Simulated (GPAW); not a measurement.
# Se K-edge XANES of ZnSe (Stilleite, F-43m)

Aim: the dependence of the Se K near-edge features of ZnSe (Stilleite, F-43m) on volume.

Program: GPAW 26.7.0. Level of theory: X-ray absorption from dipole matrix elements to empty bands, plane-wave PAW PBE. Results are calculated unless marked as measured.

### Step 1. The starting structure

It takes space group F-43m (No. 216, cubic). The conventional cell has a = 5.668 Å, b = 5.668 Å, c = 5.668 Å, α = 90.00°, β = 90.00°, γ = 90.00°. Nearest to Se lie 4 Zn at 2.45 Å. Zn has 4 Se at 2.45 Å nearest. Farther neighbours and most contacts between anions are not listed.

Coordinates:

```xyz
2
Lattice="0.0000 2.8338 2.8338 2.8338 0.0000 2.8338 2.8338 2.8338 0.0000" Properties=species:S:1:pos:R:3 pbc="T T T"
Se    4.2507    4.2507    4.2507
Zn    0.0000    0.0000    0.0000
```

### Step 2. The field without a hole

The ground state comes first: it tells whether the system has a gap, which decides how the excited electron is treated.

The input, scf.py:

```python
import numpy as np
from ase import Atoms
from ase.parallel import parprint, paropen
from gpaw import GPAW, PW, FermiDirac, Mixer, MixerDif, setup_paths
from gpaw.test import gen
setup_paths.insert(0, '.')
gen('Se', name='nch1s', xcname='PBE', corehole=(1, 0, 0), write_xml=True)
from gpaw.mpi import world
world.barrier()

atoms = Atoms('SeZn',
    cell=[[0, 2.8338, 2.8338],
     [2.8338, 0, 2.8338],
     [2.8338, 2.8338, 0]],
    scaled_positions=[[0.75, 0.75, 0.75],
     [0, 0, 0]],
    pbc=True)
atoms.calc = calc = GPAW(legacy_gpaw=True, mode=PW(430, force_complex_dtype=True), xc='PBE', setups={0: 'nch1s'},
    kpts={'size': (8, 8, 8), 'gamma': True}, occupations=FermiDirac(0.05),
    charge=0, mixer=Mixer(0.1, 5, 50), maxiter=150,
    convergence={'density': 0.0001, 'eigenstates': 1e-6}, txt='scf.txt')
energy = atoms.get_potential_energy() + calc.get_reference_energy()
ef = calc.get_fermi_level()
out = dict(energy=energy, fermi=ef, forces=atoms.get_forces().tolist())
parprint(f'all-electron energy {energy:.4f} eV, Fermi level {ef:.4f} eV')
ev = np.array([[calc.get_eigenvalues(k, s) for k in range(len(calc.get_ibz_k_points()))] for s in range(calc.get_number_of_spins())])
out['homo'], out['lumo'], out['counts'] = ev[ev < ef].max(), ev[ev > ef].min(), sorted(set((ev < ef).sum((0, 2)).tolist()))
out['filled'] = (ev[:, 0] < ef).sum(1).tolist()
import json
with paropen('out.json', 'w') as f:
    json.dump(out, f)
```

The run is started by

```sh
OMP_NUM_THREADS=1 mpirun -n 4 gpaw python scf.py
```

Numbers of over 12 decimals in the logs are rounded to 6 here.

What it wrote:

```text
Input parameters:
  convergence: {density: 0.0001,
                eigenstates: 1e-06}
  kpts: {gamma: True,
         size: (8, 8, 8)}
  maxiter: 150
  mixer: {backend: pulay,
          beta: 0.1,
          method: separate,
          nmaxold: 5,
          weight: 50}
  mode: {ecut: 430.0,
         force_complex_dtype: True,
         name: pw}
  occupations: {fixmagmom: False,
                name: fermi-dirac,
                width: 0.05}
  setups: {0: nch1s}
  xc: PBE

Initialize ...

[... PAW data sets ...]

Reference energy: -114964.859630  # eV

Spin-paired calculation

[... convergence settings ...]
Symmetries present (total): 24
  [... symmetry matrices ...]

512 k-points: 8 x 8 x 8 Monkhorst-Pack grid + [1/16,1/16,1/16]
29 k-points in the irreducible part of the Brillouin zone
       k-points in crystal coordinates                weights
   0:     0.00000000    0.00000000    0.00000000          1/512
   1:     0.12500000    0.12500000    0.00000000          6/512
   2:     0.12500000    0.12500000    0.12500000          8/512
   3:     0.25000000    0.12500000    0.12500000         12/512
   4:     0.25000000    0.25000000    0.00000000          6/512
   5:     0.25000000    0.25000000    0.12500000         24/512
   6:     0.25000000    0.25000000    0.25000000          8/512
   7:     0.37500000    0.25000000   -0.37500000         24/512
   8:     0.37500000    0.25000000    0.12500000         24/512
   9:     0.37500000    0.25000000    0.25000000         24/512
          ...
  28:     0.50000000    0.50000000    0.50000000          4/512

Wave functions: Plane wave expansion
  Cutoff energy: 430.000 eV
  Number of coefficients (min, max): 902, 941
  Pulay-stress correction: 0.000000 eV/Ang^3 (de/decut=0.000000)
  Using FFTW library
  Wavefunction extrapolation:
    Improved wavefunction reuse through dual PAW basis

Occupation numbers: Fermi-Dirac:
  width: 0.0500  # eV

Eigensolver
   Davidson(niter=2)

Densities:
  Coarse grid: 20*20*20 grid
  Fine grid: 40*40*40 grid
  Total Charge: 0.000000

Density mixing:
  Method: separate
  Backend: pulay
  Linear mixing parameter: 0.1
  old densities: 5
  Width of damping distribution: 1.1
  Damping of long wavelength oscillations: 50

[... Hamiltonian set-up ...]
Number of atoms: 2
Number of atomic orbitals: 13
Number of bands in calculation: 13
Number of valence electrons: 18
Bands to converge: occupied

... initialized

Initializing position-dependent things.

Density initialized from atomic densities
Creating initial wave functions:
  13 bands from LCAO basis set

                    Se

       Zn

Atomic positions and initial magnetic moments

Positions:
   0 Se     4.250700    4.250700    4.250700    ( 0.0000,  0.0000,  0.0000)
   1 Zn     0.000000    0.000000    0.000000    ( 0.0000,  0.0000,  0.0000)

Unit cell:
           periodic     x           y           z      points  spacing
  1. axis:    yes    0.000000    2.833800    2.833800    20     0.1636
  2. axis:    yes    2.833800    0.000000    2.833800    20     0.1636
  3. axis:    yes    2.833800    2.833800    0.000000    20     0.1636

  Lengths:   4.007598   4.007598   4.007598
  Angles:   60.000000  60.000000  60.000000

Effective grid spacing dv^(1/3) = 0.1785

iter:   1    -6.220576
iter:   2    -6.201800   -0.82  -1.23
iter:   3    -6.077297   -1.26  -1.30
iter:   4    -6.086391   -2.13  -1.63
iter:   5    -6.300118   -0.96  -1.69
iter:   6    -6.114775   -1.99  -1.82
iter:   7    -6.081485   -2.14  -2.21
iter:   8    -6.072686   -2.44  -2.44
iter:   9    -6.072798c  -3.58  -3.07
iter:  10    -6.072836c  -4.46  -3.21
iter:  11    -6.072695c  -3.96  -3.32
iter:  12    -6.072687c  -5.49  -4.10c
iter:  13    -6.072684c  -6.17c -4.22c

Converged after 13 iterations.

Dipole moment: (3.605474, 3.605474, 3.605474) |e|*Ang

Energy contributions relative to reference atoms: (reference = -114964.859630)

Kinetic:        +13.250741
Potential:      -11.236943
External:        +0.000000
XC:              -8.012481
Entropy (-ST):   -0.000000
Local:           -0.074000
SIC:             +0.000000
--------------------------
Free energy:     -6.072684
Extrapolated:    -6.072684

Showing only first 2 kpts
 Kpt  Band  Eigenvalues  Occupancy
  0     7      3.87203    2.00000
  0     8      3.87203    2.00000
  0     9      5.17030    0.00001
  0    10      9.68447    0.00000

  1     7      3.44857    2.00000
  1     8      3.44857    2.00000
  1     9      6.59562    0.00000
  1    10      8.94038    0.00000

Fermi level: 4.55571

Gap: 1.298 eV
Transition (v -> c):
  (s=0, k=0, n=8, [0.00, 0.00, 0.00]) -> (s=0, k=0, n=9, [0.00, 0.00, 0.00])
No difference between direct/indirect transitions

Forces in eV/Ang:
  0 Se    0.00000    0.00000    0.00000
  1 Zn    0.00000   -0.00000    0.00000
Scalar-relativistic atomic PBE calculation for Se (Selenium, Z=34)
Core hole in 1s state (1s occupation: 2.0)
600 radial gridpoints.
|------------------------------------------------|
|------------------------------------------------|
[... the atom generator's iteration count ...]

Energy contributions:
-------------------------
Kinetic:    +2477.789467
XC:           -87.790224
Potential:  -4819.259293
-------------------------
Total:      -2429.260050

state      eigenvalue         ekin         rmax
-----------------------------------------------
1s^2.0 :  -459.242753   587.200225        0.029
2s^2.0 :   -59.035804   114.329805        0.165
2p^6.0 :   -51.951958   111.151680        0.132
3s^2.0 :    -7.842399    26.895981        0.502
3p^6.0 :    -5.622421    24.303443        0.500
3d^10.0:    -1.952373    19.200755        0.453
4s^2.0 :    -0.634914     3.625453        1.511
4p^4.0 :    -0.239319     2.237064        1.809
-----------------------------------------------
(units: Bohr and Hartree)

Generating PAW setup
Kinetic energy of the core from tauc = 2492.234148
Cutoffs:
rc(s)=1.600
rc(p)=1.900
rc(d)=1.600
rc(vbar)=1.440
rc(comp)=1.600
rc(nct)=1.900

Kinetic energy of the core states: 2461.590304
Charge: 0.0
Core electrons: 28.0
Valence electrons: 6.0
Pseudo-core charge: 1.078259
Shape function alpha=3.906
Pseudo-electron charge 7.368440
state    eigenvalue         norm
--------------------------------
4s(2) :    -0.634914     1.091049
*s    :     0.365086
4p(4) :    -0.239319     1.027021
*p    :     0.760681
*d    :     0.000000
--------------------------------

Diagonalizing with gridspacing h=0.050

state   all-electron     PAW
-------------------------------
4s:      -0.634914    -0.635422
4p:      -0.239319    -0.239692
*d:                    0.039336
*f:                    0.072876
-------------------------------
all-electron energy -114970.9323 eV, Fermi level 4.5557 eV
```

Wall time 5.2 s (4 MPI ranks of Arm Neoverse V1, shared host); peak memory 0.16 GiB.

The mesh shows a gap of 1.30 eV, so the hole is first treated in a charged cell, without the excited electron.

### Step 3. Reference energy of the supercell

The photon energy needs a difference of total energies, so the cell and mesh of the coming hole run are first run without a hole.

scf.py: that of step 2 with these lines changed.

```diff
@@ -10,11 +10,17 @@
 
-atoms = Atoms('SeZn',
-    cell=[[0, 2.8338, 2.8338],
-     [2.8338, 0, 2.8338],
-     [2.8338, 2.8338, 0]],
+atoms = Atoms('Se4Zn4',
+    cell=[[0, 0, 5.6676],
+     [5.6676, 0, 0],
+     [0, 5.6676, 0]],
     scaled_positions=[[0.75, 0.75, 0.75],
-     [0, 0, 0]],
+     [0.75, 0.25, 0.25],
+     [0.25, 0.25, 0.75],
+     [0.25, 0.75, 0.25],
+     [0, 0, 0],
+     [0, 0.5, 0.5],
+     [0.5, 0.5, 0],
+     [0.5, 0, 0.5]],
     pbc=True)
 atoms.calc = calc = GPAW(legacy_gpaw=True, mode=PW(430, force_complex_dtype=True), xc='PBE', setups={0: 'nch1s'},
-    kpts={'size': (8, 8, 8), 'gamma': True}, occupations=FermiDirac(0.05),
+    kpts={'size': (3, 3, 3), 'gamma': True}, occupations=FermiDirac(0.02),
     charge=0, mixer=Mixer(0.1, 5, 50), maxiter=150,
```

What it wrote:

```text
Input parameters:
  convergence: {density: 0.0001,
                eigenstates: 1e-06}
  kpts: {gamma: True,
         size: (3, 3, 3)}
  maxiter: 150
  mixer: {backend: pulay,
          beta: 0.1,
          method: separate,
          nmaxold: 5,
          weight: 50}
  mode: {ecut: 430.0,
         force_complex_dtype: True,
         name: pw}
  occupations: {fixmagmom: False,
                name: fermi-dirac,
[...]
4s(2) :    -0.634914     1.091049
*s    :     0.365086
4p(4) :    -0.239319     1.027021
*p    :     0.760681
*d    :     0.000000
--------------------------------

Diagonalizing with gridspacing h=0.050

state   all-electron     PAW
-------------------------------
4s:      -0.634914    -0.635422
4p:      -0.239319    -0.239692
*d:                    0.039336
*f:                    0.072876
-------------------------------
all-electron energy -459883.7032 eV, Fermi level 4.3695 eV
[key lines of the parts left out:]
Converged after 16 iterations.
Dipole moment: (-0.000003, -0.000003, -0.000003) |e|*Ang
Free energy:    -24.267245
Fermi level: 4.36951
```

Run time: 12 s. Hardware: 4 MPI ranks; peak memory 0.2 GiB; 47 s of CPU time.

Reference energy: -459883.703 eV with the cores included.

[end of part 1 of 3]

[Banner, clock and machine lines of the logs are left out without a mark of their own.]

[Logs are printed without paths, hosts, clocks, repeated set-up lines and the standing remarks that a program may print on its own settings, such as how far it seeks lower states.]

[Hosts, paths, dates, database ids (printed as entryN), source tags and the programs' standing remarks are cut or masked in the printed files.]

[Lists of maxima count a maximum above −3 eV only where it reaches 4 % of the highest in the window and stands out from its surroundings by 2 % of it (1.5 % where it reaches 55 %); shoulders and weaker maxima are passed over, and of the rest the first, up to two pre-edge ones and the few strongest are named.]
